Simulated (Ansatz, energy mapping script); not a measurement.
# SrCoO2 in a distorted infinite layer structure: exchange couplings from total energies, part 2 of 2

Wanted: the magnetic order of SrCoO2 in a distorted infinite layer structure, its couplings and an estimate of its ordering temperature, by PBE+U (0.7 eV).

PBE with U = 0.7 eV on Co d, ortho-atomic projectors; plane waves, U on orthogonalised atomic orbitals unless named otherwise, collinear spin, no spin–orbit coupling.

So far. Step 7 (Run 4 (compensated +−; cell B, 8 atoms)): The run ends antiferromagnetic, 91.33 meV a magnetic atom above the parallel order of its cell, a difference that unlike orbital or electronic states can set, not exchange alone (energies taken at zero occupation width, not the printed F). Step 8 (Run 5 (parallel; cell C, 8 atoms)): The run ends ferromagnetic.

## Step 9: Compensated +− start in cell C (8 atoms)

This order reverses 2 of the 2 neighbours at 3.42 Å and 4 of the 4 neighbours at 3.94 Å, counted for an average magnetic atom.

input.yaml

```yaml
crystal:
  lattice:
    - [3.937063853, 0.037176496, 3.415201044]
    - [-0.037176496, -3.937063853, -3.415201044]
    - [0.037176496, 3.937063853, -3.415201044]
  atoms:
    - { symbol: Sr, position: [0.5, 0.25, 0.75] }
    - { symbol: Sr, position: [0.5, 0.75, 0.25] }
    - { symbol: Co, position: [0.0, 0.5, 0.5], spin: 3.0 }
    - { symbol: Co, position: [0.0, 0.0, 0.0], spin: -3.0 }
    - { symbol: O, position: [0.5, 0.75, 0.75] }
    - { symbol: O, position: [0.5, 0.25, 0.25] }
    - { symbol: O, position: [0.0, 0.25, 0.75] }
    - { symbol: O, position: [0.0, 0.75, 0.25] }
magnetization:
  spin_polarized: true
kpoints:
  mp_grid: { grid: [10, 10, 10] }
hamiltonian:
  xc: pbe
  hubbard:
    sites:
      - { species: Co, l: d, u_eff: 0.7 }
      - { site: 2, l: d, u_eff: 0.7, starting_ns: [{ spin: up, occupation_matrix: co2_major }, { spin: down, occupation_matrix: co2_minor }] }
      - { site: 3, l: d, u_eff: 0.7, starting_ns: [{ spin: up, occupation_matrix: co2_minor }, { spin: down, occupation_matrix: co2_major }] }
    projectors: ortho-atomic
    occupation_matrices:
      co2_major:
        matrix:
          - [0.937, 0.0, 0.0, 0.0, 0.004]
          - [0.0, 0.995, 0.001, 0.0, 0.0]
          - [0.0, 0.001, 0.995, 0.0, 0.0]
          - [0.0, 0.0, 0.0, 0.831, 0.0]
          - [0.004, 0.0, 0.0, 0.0, 0.997]
      co2_minor:
        matrix:
          - [0.781, 0.0, 0.0, 0.0, -0.159]
          - [0.0, 0.606, -0.234, 0.0, 0.0]
          - [0.0, -0.234, 0.606, 0.0, 0.0]
          - [0.0, 0.0, 0.0, 0.28, 0.0]
          - [-0.159, 0.0, 0.0, 0.0, 0.513]
scf:
  occupations: { method: fermi_dirac, width: 0.05 }
output:
  eigenvalues: true
```

Run with:

```sh
$ ansatz run input.yaml --threads 4 --pin off --max-ram 8192MiB --backend cpu --events-out ev --progress --plain --runs-dir out
```

Wall time 37 s (4 threads of Arm Neoverse V1, shared host); peak memory 1.5 GiB.

The run ends antiferromagnetic, 52.60 meV a magnetic atom above the parallel order of its cell, a difference that unlike orbital or electronic states can set, not exchange alone.

## Step 10: Parallel start in cell D (8 atoms)

The parallel order again, as the reference for this cell.

This run holds the same structure in another cell (a 5.212 → 3.937 Å, b 5.212 → 3.937 Å, c 5.212 → 6.830 Å, α 98.1 → 90.0°, β 114.7 → 90.0°, γ 116.1 → 91.1°).

input.yaml

```yaml
crystal:
  lattice:
    - [3.937063853, 0.037176496, 0.0]
    - [-0.037176496, -3.937063853, 0.0]
    - [0.0, 0.0, -6.830402088]
  atoms:
    - { symbol: Sr, position: [0.5, 0.5, 0.25] }
    - { symbol: Sr, position: [0.5, 0.5, 0.75] }
    - { symbol: Co, position: [0.0, 0.0, 0.5], spin: 3.0 }
    - { symbol: Co, position: [0.0, 0.0, 0.0], spin: 3.0 }
    - { symbol: O, position: [0.5, 0.0, 0.5] }
    - { symbol: O, position: [0.5, 0.0, 0.0] }
    - { symbol: O, position: [0.0, 0.5, 0.5] }
    - { symbol: O, position: [0.0, 0.5, 0.0] }
magnetization:
  spin_polarized: true
kpoints:
  mp_grid: { grid: [10, 10, 6] }
hamiltonian:
  xc: pbe
  hubbard:
    sites:
      - { species: Co, l: d, u_eff: 0.7 }
      - { site: 2, l: d, u_eff: 0.7, starting_ns: [{ spin: up, occupation_matrix: co2_major }, { spin: down, occupation_matrix: co2_minor }] }
      - { site: 3, l: d, u_eff: 0.7, starting_ns: [{ spin: up, occupation_matrix: co2_major }, { spin: down, occupation_matrix: co2_minor }] }
    projectors: ortho-atomic
    occupation_matrices:
      co2_major:
        matrix:
          - [0.937, 0.0, 0.0, 0.0, 0.004]
          - [0.0, 0.995, 0.001, 0.0, 0.0]
          - [0.0, 0.001, 0.995, 0.0, 0.0]
          - [0.0, 0.0, 0.0, 0.831, 0.0]
          - [0.004, 0.0, 0.0, 0.0, 0.997]
      co2_minor:
        matrix:
          - [0.781, 0.0, 0.0, 0.0, -0.159]
          - [0.0, 0.606, -0.234, 0.0, 0.0]
          - [0.0, -0.234, 0.606, 0.0, 0.0]
          - [0.0, 0.0, 0.0, 0.28, 0.0]
          - [-0.159, 0.0, 0.0, 0.0, 0.513]
scf:
  occupations: { method: fermi_dirac, width: 0.05 }
output:
  eigenvalues: true
```

Run time: 42 s. Hardware: 4 threads; peak memory 1.2 GiB; 2.7 min of CPU time.

The run ends ferromagnetic. For each magnetic atom its energy differs from the parallel run of the first cell by 2.06 meV, an error that one common reference would have brought in.

## Step 11: Run 8 (compensated +−; cell D, 8 atoms)

This order reverses 2 of the 2 neighbours at 3.42 Å and 0 of the 4 neighbours at 3.94 Å, counted for an average magnetic atom.

input.yaml: that of step 10 with these lines changed.

```diff
@@ -9,3 +9,3 @@
     - { symbol: Co, position: [0.0, 0.0, 0.5], spin: 3.0 }
-    - { symbol: Co, position: [0.0, 0.0, 0.0], spin: 3.0 }
+    - { symbol: Co, position: [0.0, 0.0, 0.0], spin: -3.0 }
     - { symbol: O, position: [0.5, 0.0, 0.5] }
@@ -24,3 +24,3 @@
       - { site: 2, l: d, u_eff: 0.7, starting_ns: [{ spin: up, occupation_matrix: co2_major }, { spin: down, occupation_matrix: co2_minor }] }
-      - { site: 3, l: d, u_eff: 0.7, starting_ns: [{ spin: up, occupation_matrix: co2_major }, { spin: down, occupation_matrix: co2_minor }] }
+      - { site: 3, l: d, u_eff: 0.7, starting_ns: [{ spin: up, occupation_matrix: co2_minor }, { spin: down, occupation_matrix: co2_major }] }
     projectors: ortho-atomic
```

Run time: 29 s. Hardware: 4 threads; peak memory 1.2 GiB.

The run ends antiferromagnetic, 14.97 meV a magnetic atom above the parallel order of its cell, a difference that unlike orbital or electronic states can set, not exchange alone (energies taken at zero occupation width, not the printed F).

## Step 12: Mapping onto a Heisenberg model

Each energy difference is a sum of couplings weighted by the pairs that the order reverses. A few near shells are fitted to the differences by least squares. Energies are those extrapolated to zero occupation width, not the free energies F.

The orders that converged (zero: parallel moments in the same cell):

```tsv
order	atoms	energy (meV a magnetic atom)	moments (μB)	moments kept as typed	opposed neighbours at 3.42, 3.94 Å
parallel in cell A	8	0.00	1.93	yes	0, 0
compensated +− in cell A	8	109.63	1.99	yes	2, 2
parallel in cell B	8	0.00	1.92	yes	0, 0
compensated +− in cell B	8	91.33	1.98	yes	0, 2
parallel in cell C	8	0.00	1.95	yes	0, 0
compensated +− in cell C	8	52.60	2.21	yes	2, 4
parallel in cell D	8	0.00	1.92	yes	0, 0
compensated +− in cell D	8	14.97	1.89	yes	2, 0
```

The Heisenberg fit (each pair counts twice, positive J is ferromagnetic):

```tsv
pair	distance (Å)	neighbours	J (meV)
Co–Co	3.42	2	4.02
Co–Co	3.94	4	10.7
```

## Step 13: Results

```
couplings : not to be trusted
```

In words: Between the runs the occupations of the corrected shell change by more than 0.2 electrons in one orbital, or the parallel runs differ in their moments. Whether a run was caught in another orbital state or the shell answers to the reversal itself, the energy differences hold more than the exchange of fixed moments, so a Heisenberg reading is in doubt. The cell was built from a prototype and relaxed; a distortion that needs a larger cell, or another structure that the compound may prefer, is not captured.

[Logs and program files are shortened in this print: banners, set-up blocks, solver, clock and traceback lines can be left out without a mark of their own.]

[Logs are printed without paths, hosts, clocks, repeated set-up lines and the standing remarks that a program may print on its own settings, such as how far it seeks lower states.]

[Hosts, paths, dates, database ids (printed as entryN), source tags and the programs' standing remarks are cut or masked in the printed files.]

[Where a cell is said to come from a database of computed structures, the database is the Materials Project.]
